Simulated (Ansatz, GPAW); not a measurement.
# Si/Mo(110): simulated STM images, part 2 of 3

Aim: Tersoff-Hamann images of Si/Mo(110) at several biases.

GPAW 26.7.0 and Ansatz 0.2.0; Ansatz plane waves; slab in vacuum with a dipole correction, relaxation (the session's first sound run).

So far, lower work function (eV): step 2 (relaxing the atoms) 4.63.

## Step 3: The slab's potential

The work function is the vacuum plateau of the electrostatic potential less the Fermi level; a dipole layer lets the two faces have plateaus of their own.

This step: GPAW, PAW setups; slab in vacuum (GPAW 26.7.0).

run.py

```python
import json
import numpy as np
from ase import Atoms
from ase.dft.stm import STM
from gpaw import GPAW, PW

slab = Atoms(
    ['Mo', 'Mo', 'Mo', 'Mo', 'Mo', 'Mo', 'Mo', 'Mo', 'Mo', 'Mo', 'Mo', 'Mo', 'Mo', 'Mo', 'Mo', 'Mo', 'Si'],
    positions=[
        [0.00000, 0.00000, 8.00000],
        [2.22739, 0.00000, 10.22739],
        [-0.00000, -0.00000, 12.47218],
        [2.18715, -0.00000, 14.69362],
        [2.22739, 1.57500, 8.00000],
        [4.45477, 1.57500, 10.22739],
        [2.22739, 1.57500, 12.48547],
        [4.45477, 1.51089, 14.62588],
        [2.22739, -1.57500, 8.00000],
        [4.45477, -1.57500, 10.22739],
        [2.22739, -1.57500, 12.48547],
        [4.45477, -1.51089, 14.62588],
        [4.45477, 0.00000, 8.00000],
        [6.68216, 0.00000, 10.22739],
        [4.45477, 0.00000, 12.45004],
        [6.72239, 0.00000, 14.69362],
        [0.00000, -0.00000, 16.43017]],
    cell=[[4.45477, -3.15, 0.0], [4.45477, 3.15, 0.0], [0.0, 0.0, 24.97599]],
    pbc=[True, True, False])

slab.calc = GPAW(mode=PW(400), xc='PBE', kpts={'size': (6, 6, 1), 'gamma': True},
                 occupations={'name': 'fermi-dirac', 'width': 0.1}, nbands='200%',
                 convergence={'density': 1e-05}, maxiter=200,
                 poissonsolver={'dipolelayer': 'xy'},
                 symmetry={'tolerance': 1e-3}, txt='slab.txt')
result = {}
energy = slab.get_potential_energy()
fermi = slab.calc.get_fermi_level()
v = slab.calc.get_electrostatic_potential().mean((0, 1)) - fermi
n = slab.calc.get_pseudo_density().mean((0, 1))
L = slab.cell[2, 2]
z = np.arange(len(v)) * L / len(v)
low, high = slab.positions[:, 2].min(), slab.positions[:, 2].max()
below, above = np.interp([low - 5.8, high + 5.8], z, v)
slopes = [np.interp(x, z, np.gradient(v, z)) for x in (low - 5.8, high + 5.8)]
eps = np.array([[slab.calc.get_eigenvalues(k, s) for k in range(len(slab.calc.get_ibz_k_points()))]
                for s in range(slab.calc.get_number_of_spins())]) - fermi
top, bottom = eps[eps < 0].max(), eps[eps > 0].min()
dipole = slab.get_dipole_moment()[2]
print(f'energy {energy:.4f} eV, Fermi level {fermi:.4f} eV, dipole {dipole:.5f} e A')
print(f'potential 5.8 A off the faces, from the Fermi level: lower {below:.4f} eV, upper {above:.4f} eV')
print(f'slope of the potential there: lower {slopes[0]:.5f}, upper {slopes[1]:.5f} eV/A')
print(f'nearest levels on the mesh: {top:.4f} and {bottom:.4f} eV')
print('magnetic moment', round(slab.get_magnetic_moment(), 3))
result.update(energy=energy, fermi=fermi, dipole=dipole, below=below, above=above, slopes=slopes, edges=[top, bottom],
              z=z.tolist(), v=v.tolist(), n=n.tolist(), positions=slab.positions.tolist(),
              forces=slab.get_forces(apply_constraint=False).tolist(), moments=slab.get_magnetic_moments().tolist())

# Images need the states of the whole zone, up to time reversal
slab.calc = slab.calc.fixed_density(symmetry={'point_group': False}, txt='states.txt',
                                    convergence={'bands': 'CBM+0.8'})
stm = STM(slab)
result['stm'] = []
for bias in [-0.5, 0.5]:
    height = high + 3.0
    current = stm.get_averaged_current(bias, height)
    x, y, h = stm.scan(bias, current)
    i, f = divmod(height / L * stm.ldos.shape[2], 1)
    I = abs((1 - f) * stm.ldos[:, :, int(i)] + f * stm.ldos[:, :, int(i) + 1])
    print(f'bias {bias} V: mean current at 3.0 A {current:.4e}, corrugation {np.ptp(h):.4f} A')
    result['stm'].append(dict(bias=bias, current=current, h=(h - high).tolist(), I=I.tolist()))
json.dump(result, open('result.json', 'w'))
```

Started as:

```bash
$ OMP_NUM_THREADS=1 OPENBLAS_NUM_THREADS=1 python run.py
```

Numbers of over 12 decimals in the logs are rounded to 6 here.

Output:

```text
energy -176.1485 eV, Fermi level 2.0742 eV, dipole -0.04755 e A
potential 5.8 A off the faces, from the Fermi level: lower 4.6223 eV, upper 4.9306 eV
slope of the potential there: lower -0.00022, upper 0.00021 eV/A
nearest levels on the mesh: -0.0069 and 0.0211 eV
magnetic moment 0.0
bias -0.5 V: mean current at 3.0 A 2.6057e-05, corrugation 1.1792 A
bias 0.5 V: mean current at 3.0 A 2.3670e-05, corrugation 1.3989 A
```

Elapsed: 45 min, on 1 thread of Intel Xeon Platinum 8375C at 2.90GHz (Ice Lake), shared host; peak memory 2.3 GiB.

Numbers from this step:

| Item | Value |
| --- | --- |
| dipole along the normal | -0.04755 e·Å |
| levels nearest the Fermi level on the mesh | -0.006891, 0.02113 eV from the Fermi level |
| upper work function | 4.931 eV |
| lower work function | 4.622 eV |
| corrugation -0.5 | 1.179 Å |
| corrugation 0.5 | 1.399 Å |

The electrostatic potential energy of an electron (without an applied field's), less the Fermi level, planar mean oscillates, so the rows of the table below give means over windows of 1 Å about each position, cut where the curve ends. Its maxima inside the range that stand out by 2 % of the span (Å: eV): 9.2: -2.14, 11.3: -2.07, 13.5: -2.49, 15.9: -0.825. Its minima: 8.0: -28.1, 10.2: -28.5, 12.5: -28.5, 14.7: -28.0, 16.3: -1.51.

The electrostatic potential energy of an electron (without an applied field's), less the Fermi level, planar mean by z; means over each step:

z (Å), electrostatic potential energy of an electron (without an applied field's), less the Fermi level, planar mean (eV) and a bar from the least value:
```
        0        4.7 ##############################
        1        4.6 ##############################
        2        4.6 ##############################
        3        4.6 ##############################
        4        4.6 ##############################
        5        4.6 ##############################
        6        3.9 #############################
        7       -2.6 ######################
        8      -22.3 
        9       -5.1 ###################
       10      -20.9 ##
       11       -8.3 ###############
       12      -15.5 ########
       13      -14.1 #########
       14      -10.7 #############
       15      -18.4 ####
       16       -1.5 #######################
       17        1.8 ###########################
       18        4.6 ##############################
       19        4.9 ##############################
       20        4.9 ##############################
       21        4.9 ##############################
       22        4.9 ##############################
       23        4.9 ##############################
       24        4.9 ##############################
```

The pseudo valence density, planar mean oscillates, so the rows of the table below give means over windows of 2.29 Å about each position, cut where the curve ends. Its maxima inside the range that stand out by 2 % of the span (Å: e/Å³): 7.9: 1.93, 10.2: 1.98, 12.5: 1.99, 14.6: 1.91. Its minima: 9.2: 0.322, 11.4: 0.318, 13.5: 0.338.

The pseudo valence density, planar mean by z; means over each step:

z (Å), pseudo valence density, planar mean (e/Å³) and a bar:
```
     3.44       0.00 
     5.72       0.02 #
     8.02       0.85 #############################
    10.30       0.88 ##############################
    12.59       0.88 ##############################
    14.88       0.85 #############################
    17.18       0.06 ##
    19.46       0.00 
    21.75       0.00
```

Tip height over the top atom over a1 and a2. Sample bias -0.5 V, constant current at the mean current 3.0 Å over the top atom.

Values in Å, 12 rows by 16 columns, each cell a mean:
```
3.45 3.44 3.38 3.30 3.17 3.02 2.83 2.64 2.54 2.61 2.79 2.97 3.14 3.28 3.36 3.43
3.37 3.37 3.34 3.27 3.16 3.02 2.84 2.65 2.52 2.51 2.65 2.82 3.00 3.15 3.26 3.33
3.23 3.25 3.24 3.18 3.09 2.96 2.80 2.62 2.48 2.43 2.50 2.64 2.81 2.97 3.09 3.18
3.03 3.07 3.06 3.02 2.95 2.84 2.70 2.54 2.42 2.35 2.38 2.46 2.59 2.74 2.86 2.96
2.77 2.81 2.82 2.80 2.74 2.66 2.55 2.44 2.35 2.30 2.31 2.36 2.43 2.52 2.61 2.70
2.57 2.59 2.59 2.57 2.53 2.47 2.40 2.34 2.31 2.32 2.36 2.41 2.46 2.50 2.52 2.55
2.62 2.57 2.51 2.45 2.40 2.35 2.31 2.30 2.34 2.41 2.50 2.58 2.64 2.68 2.69 2.67
2.86 2.78 2.67 2.55 2.44 2.36 2.31 2.34 2.42 2.54 2.67 2.78 2.87 2.92 2.93 2.92
3.11 3.03 2.93 2.78 2.63 2.49 2.40 2.40 2.49 2.65 2.82 2.95 3.06 3.13 3.16 3.15
3.29 3.23 3.13 2.99 2.83 2.66 2.51 2.46 2.55 2.72 2.90 3.05 3.17 3.26 3.30 3.31
3.40 3.36 3.28 3.16 3.00 2.83 2.64 2.52 2.56 2.73 2.92 3.09 3.23 3.33 3.39 3.42
3.46 3.43 3.36 3.26 3.12 2.95 2.75 2.59 2.56 2.69 2.89 3.06 3.22 3.33 3.41 3.46
```
Columns: a1 from 0 to 0.963; rows upwards: a2 from 0 to 0.963.

Local density of states summed over the bias window over a1 and a2. Sample bias -0.5 V, constant height 3.0 Å over the top atom.

Ten even steps from '0' (0.66 × 1e-5 arbitrary) to '9' (9.56 × 1e-5 arbitrary):
```
999876432210000001123456789
998876533211000000122345678
888765433211000000112334567
777665432211000000011234456
566554432211000000001123345
445444332110000000001112334
333333322110000000000111223
223322221110000000000001122
122222111100000000000000111
111111111000000000000000001
001111000000000000000000000
000000000000000000000000000
000000000000000000000000000
000000000000000000000000000
000000000000000000000000000
000000000000000000000011110
110000000000000000011111111
111100000000000000111122222
222110000000000001112222332
332211100000000001122333333
443321110000000001123344454
554332110000000011223445566
765443211000000011223456677
876543321100000011233456788
987654322100000011233567889
998765432110000001223467899
999875432110000001123457899
```
Columns: a1 from 0 to 0.963; rows upwards: a2 from 0 to 0.963.

Tip height over the top atom over a1 and a2. Sample bias 0.5 V, constant current at the mean current 3.0 Å over the top atom.

Ten even steps from '_' (2.11 Å) to '@' (3.50 Å):
```
@@@@@@@@@@%%%%####**++==--::::::--==++**##%%%%@@@@@@@@
@@@@@@@@@@%%%%####**++==--::::::--==++****##%%%%@@@@@@
@@@@@@@@@@%%%%####**++==--::::::::--==++**####%%%%@@@@
@@@@@@@@%%%%%%####**++==--::::::::--==++++**####%%%%@@
%%%%%%%%%%%%####****++==--::....::::--==++****####%%%%
%%%%%%%%%%######**++====--::......::::--==++****####%%
##############****++==--::::........::----==++++****##
**########******++====--::............::----==++++****
++**********++++====--::....______......::::--====++++
++++++++++++======--::::..__________......::::----====
==============----::::..______________......::::::----
--------------::::....________________........::::::::
::::::::::::::::....__________________........::::::::
::::::::::........__________________....::::::::::::::
--::::::::........________________....::::------------
==----::::::......______________..::::----============
++====----::::......__________..::::--======++++++++++
++++++====--::::......______....::--====++++**********
******++++==----::............::--====++******########
####****++++==----::........::::--==++****############
%%%%####****++==--::::......::--====++**######%%%%%%%%
%%%%%%####****++==--::::....::--==++****####%%%%%%%%%%
@@@@%%%%####**++++==--::::::::--==++**####%%%%%%@@@@@@
@@@@@@%%%%####**++==--::::::::--==++**####%%%%@@@@@@@@
@@@@@@@@%%%%##****++==--::::::--==++**####%%%%@@@@@@@@
@@@@@@@@@@%%%%##**++==--::::::--==++**####%%%%@@@@@@@@
@@@@@@@@@@%%%%##**++++==--::::--==++++**##%%%%@@@@@@@@
```
Columns: a1 from 0 to 0.963; rows upwards: a2 from 0 to 0.963.

Local density of states summed over the bias window over a1 and a2. Sample bias 0.5 V, constant height 3.0 Å over the top atom.

Ten even steps from '0' (0.51 × 1e-5 arbitrary) to '9' (9.32 × 1e-5 arbitrary):
```
999876432110000001123456789
998876432210000000112345678
888765432211000000112234567
677665432110000000011234456
566554332110000000001123345
444443322110000000001112234
333333221110000000000111223
222222211100000000000001112
112211111000000000000000111
111111110000000000000000001
000100000000000000000000000
000000000000000000000000000
000000000000000000000000000
000000000000000000000000000
000000000000000000000000000
000000000000000000000000100
110000000000000000001111111
111100000000000000011111221
221110000000000000111222222
332211100000000001112233333
443221110000000001122334444
554332110000000001123345566
665443211000000001123456677
876543221100000011223456788
987654321100000001223467889
998765432110000001123467899
999865432110000001123456899
```
Columns: a1 from 0 to 0.963; rows upwards: a2 from 0 to 0.963.

Force by atom:

```tsv
atom	x (eV/Å)	y (eV/Å)	z (eV/Å)	size
Mo1	0.000	0.000	0.474	0.474
Mo2	-0.064	0.000	-0.530	0.534
Mo3	0.000	0.000	0.006	0.006
Mo4	0.005	0.000	0.003	0.006
Mo5	0.000	0.000	0.555	0.555
Mo6	0.000	-0.012	-0.499	0.500
Mo7	0.000	0.000	0.002	0.002
Mo8	0.000	-0.030	-0.036	0.047
Mo9	0.000	0.000	0.555	0.555
Mo10	0.000	0.012	-0.499	0.500
Mo11	0.000	0.000	0.002	0.002
Mo12	0.000	0.030	-0.036	0.047
Mo13	0.000	0.000	0.510	0.510
Mo14	0.064	0.000	-0.530	0.534
Mo15	0.000	0.000	-0.019	0.019
Mo16	-0.005	0.000	0.003	0.006
Si17	0.000	0.000	0.036	0.036
```

The potential is flat to 2.2e-4 eV/Å where it is read, so the vacuum is wide enough. The geometry is the other program's minimum; here the largest force on a free atom is 0.047 eV/Å.

## Step 4: A second plane-wave code

A second program with its own datasets checks the number independently.

This step: Ansatz plane waves; slab in vacuum with a dipole correction (Ansatz 0.2.0).

input.yaml

```yaml
crystal:
  lattice:
    - [4.4547727215, -3.15, 0.0]
    - [4.4547727215, 3.15, 0.0]
    - [0.0, 0.0, 24.9759945711]
  atoms:
    - { symbol: Mo, position: [0.0, 0.0, 0.3203075648] }
    - { symbol: Mo, position: [0.25, 0.25, 0.4094886525] }
    - { symbol: Mo, position: [0.0, 0.0, 0.4993665527] }
    - { symbol: Mo, position: [0.2454840793, 0.2454840793, 0.5883095491] }
    - { symbol: Mo, position: [0.0, 0.5, 0.3203075648] }
    - { symbol: Mo, position: [0.25, 0.75, 0.4094886525] }
    - { symbol: Mo, position: [0.0, 0.5, 0.4998989289] }
    - { symbol: Mo, position: [0.2601760836, 0.7398239164, 0.5855974198] }
    - { symbol: Mo, position: [0.5, 0.0, 0.3203075648] }
    - { symbol: Mo, position: [0.75, 0.25, 0.4094886525] }
    - { symbol: Mo, position: [0.5, 0.0, 0.4998989289] }
    - { symbol: Mo, position: [0.7398239164, 0.2601760836, 0.5855974198] }
    - { symbol: Mo, position: [0.5, 0.5, 0.3203075648] }
    - { symbol: Mo, position: [0.75, 0.75, 0.4094886525] }
    - { symbol: Mo, position: [0.5, 0.5, 0.4984800758] }
    - { symbol: Mo, position: [0.7545159207, 0.7545159207, 0.5883095491] }
    - { symbol: Si, position: [0.0, 0.0, 0.6578382959] }
kpoints:
  mp_grid: { grid: [6, 6, 1] }
hamiltonian:
  xc: pbe
scf:
  occupations: { method: fermi_dirac, width: 0.1 }
efield:
  axis: 3
  dipole_correction: true
  ramp_width: 0.05
output:
  forces: true
  band_densities: [{ e_range: [-0.5, 0] }, { e_range: [0, 0.5] }]
  write_potential: true
  write_density: true
  volumetric_format: npy
  elf: true
```

Started as:

```bash
$ ansatz run input.yaml --threads 4 --pin off --max-ram 8192MiB --backend cpu --events-out ev --progress --plain --runs-dir out
```

Output:

```text
[...]
Crystal: 17 atoms, lattice volume = 700.953 Å³
Basis set: ecut = 420 eV, 13683 PW (Γ), exchange–correlation on 80×80×360 points (8 copies of the dense FFT grid, shifted against one another)
Bands: 137, of which v1, the nominal top of the filled ones, is band 114 counted from 1 (113 counted from 0)
Symmetry: 4 space group operations
[...]
k-points: 13 of 36
[...]
SCF iter   1: F=—  HF=-79923.386528 eV  |F-HF|=—  |Δ(HF+E_count)|=         —  Δρ=5.50e-3  dr2=5.93e0  ethr=1.77e-3  p=0.054 e·Å  D=1.40e-2 V/Å  ΔV_dip=-0.35 eV  dr2_dipole=3.40e0  V_vac-E_F(+/−)=4.59/4.94 eV  ⟨swp⟩=9.6  Hψ=8830  notcnv=0
[...]
SCF iter   9: F=-79923.292492 eV  HF=-79923.292492 eV  |F-HF|=1.16e-8  |Δ(HF+E_count)|=   9.21e-8  Δρ=1.49e-6  dr2=3.05e-8  ethr=4.39e-11  p=-0.046 e·Å  D=-1.20e-2 V/Å  ΔV_dip=0.30 eV  dr2_dipole=1.48e-10  V_vac-E_F(+/−)=4.93/4.63 eV  ⟨swp⟩=16.0  Hψ=15227  notcnv=0
SCF 1 converged in 9 iterations: F = -79923.292492 eV  dr2 = 3.05e-8
[...]
NSCF: frozen V_eff on 1 k-points
efield: sawtooth ramp at fractional position 0.9641 (kept from the solve that this one continues, or follows in the run), width 0.0500; the density the first Hamiltonian is built on has a dipole p = -0.046 e·Å; the dipole correction subtracts the counter field D = -1.20e-2 V/Å, which shifts the + side's vacuum level by +0.30 eV against the − side's; the planar-averaged density in the ramp window peaks in size at 3.0e-6 e/Å³
[...]
SCF converged after 9 iterations
Free energy (F): -79923.292492 eV
[...]
Internal energy: -79922.869911 eV  (E = F + TS)
E sigma→0 (E₀):  -79923.081201 eV
Entropy (-TS):   -0.422581 eV (-24.858 meV/atom)
Fermi energy:    4.807558 eV
Dipole field:    D = -0.011973 V/Å  (p = -0.046380 e·Å, saw-weighted, corrected)
Work function:   Φ+ = 4.9292 eV   Φ− = 4.6302 eV
[...]
--- Forces (eV/Å), atoms counted from 1 ---
  atom   1  Mo    -0.00000000     0.00000000     0.46849916
  atom   2  Mo    -0.06550098     0.00000000    -0.53601636
  atom   3  Mo    -0.00000000    -0.00000000     0.00232532
  atom   4  Mo     0.00219157    -0.00000000     0.00302051
  atom   5  Mo    -0.00000000    -0.00000000     0.55272371
  atom   6  Mo     0.00000000    -0.01172430    -0.50140661
  atom   7  Mo     0.00000000    -0.00000000     0.00015318
  atom   8  Mo     0.00000000     0.00087076    -0.00781240
  atom   9  Mo    -0.00000000    -0.00000000     0.55272371
  atom  10  Mo     0.00000000     0.01172430    -0.50140661
  atom  11  Mo    -0.00000000    -0.00000000     0.00015318
  atom  12  Mo     0.00000000    -0.00087076    -0.00781240
  atom  13  Mo    -0.00000000     0.00000000     0.50461246
  atom  14  Mo     0.06550098    -0.00000000    -0.53601636
  atom  15  Mo     0.00000000     0.00000000    -0.00071312
  atom  16  Mo    -0.00219157     0.00000000     0.00302051
  atom  17  Si    -0.00000000    -0.00000000     0.00402450
  max |Σ_I F_I| component: 7.24e-5 eV/Å
--- Band table (eV; the first three rows and the last of 13) ---
  k-point 0: bands = [... 110 lower, 5.3009, 5.3380, 5.6911, 5.7172, 5.7582, 5.8100, 5.9804, 6.0549, ... 19 higher]
  k-point 1: bands = [... 110 lower, 5.1073, 5.2360, 5.3508, 5.4244, 5.5318, 5.7837, 5.8060, 5.8594, ... 19 higher]
  k-point 2: bands = [... 110 lower, 4.4079, 4.5013, 4.5880, 4.6779, 5.1124, 5.2828, 5.3308, 5.5137, ... 19 higher]
  k-point 12: bands = [... 110 lower, 4.0872, 4.1070, 4.1262, 4.1744, 4.2614, 4.2947, 4.5272, 4.5784, ... 19 higher]
--- Band densities, each state counted as filled ---
  window                                       electrons  max residual (eV)  cut levels
  e_range: [-0.5, 0]                            6.777778             4.6e-9           0
  e_range: [0, 0.5]                             7.277778             1.2e-6           0
```

It took 31 s on 4 threads; peak memory 2.5 GiB.

Numbers from this step:

```yaml
upper_work_function: 4.929 eV
lower_work_function: 4.630 eV
dipole_along_the_normal: -0.04638 e·Å
dipole_field: -0.01197 V/Å
vacuum_level_above: 9.737 eV
vacuum_level_below: 9.438 eV
corrugation_e_range_minus_0p5_0_3: 1.161 Å
decay_e_range_minus_0p5_0: 1.228 Å⁻¹
apparent_barrier_e_range_minus_0p5_0: 5.742 eV, hbar² kappa² / 2m (holds the in-plane momentum too)
corrugation_e_range_0_0p5_3: 1.396 Å
decay_e_range_0_0p5: 1.170 Å⁻¹
apparent_barrier_e_range_0_0p5: 5.216 eV, hbar² kappa² / 2m (holds the in-plane momentum too)
```

Table of electrostatic potential energy of an electron (with the applied field's), less the Fermi level, planar mean by z:

```tsv
z (Å)	electrostatic potential energy of an electron (with the applied field's), less the Fermi level, planar mean (eV)
0.0	4.71
0.5	4.63
1.0	4.63
1.5	4.63
2.0	4.63
2.5	4.63
3.0	4.63
3.5	4.63
4.0	4.63
4.5	4.61
5.0	4.58
5.5	4.46
6.0	4.06
6.5	2.80
7.0	-1.38
7.5	-14.3
8.0	-23.2
8.5	-14.3
9.0	-2.66
9.5	-7.77
10.0	-21.6
10.5	-20.6
11.0	-6.63
11.5	-2.97
12.0	-15.3
12.5	-23.6
13.0	-13.7
13.5	-2.85
14.0	-9.51
14.5	-22.0
15.0	-18.8
15.5	-4.98
16.0	-0.868
16.5	-0.542
17.0	1.96
17.5	4.07
18.0	4.69
18.5	4.87
19.0	4.91
19.5	4.92
20.0	4.93
20.5	4.93
21.0	4.93
21.5	4.93
22.0	4.93
22.5	4.93
23.0	4.93
23.5	4.93
24.0	4.93
24.5	4.83
```

The valence density, planar mean oscillates, so the rows of the table below give means over windows of 2.22 Å about each position, cut where the curve ends. Its maxima inside the range that stand out by 2 % of the span (Å: e/Å³): 8.0: 1.61, 10.3: 1.60, 12.5: 1.60, 14.7: 1.61. Its minima: 9.2: 0.325, 11.4: 0.315, 13.6: 0.342.

Valence density, planar mean against z; means over each step:

```tsv
z (Å)	valence density, planar mean (e/Å³)
3.33	8.0e-5
5.55	0.0152
7.77	0.848
9.99	0.896
12.21	0.896
14.43	0.900
16.65	0.102
18.87	0.00287
21.09	7.7e-6
```

(Part 2 of 3 ends here.)

[Logs are printed without paths, hosts, clocks, repeated set-up lines and the standing remarks that a program may print on its own settings, such as how far it seeks lower states.]

[Hosts, paths, dates, database ids (printed as entryN), source tags and the programs' standing remarks are cut or masked in the printed files.]
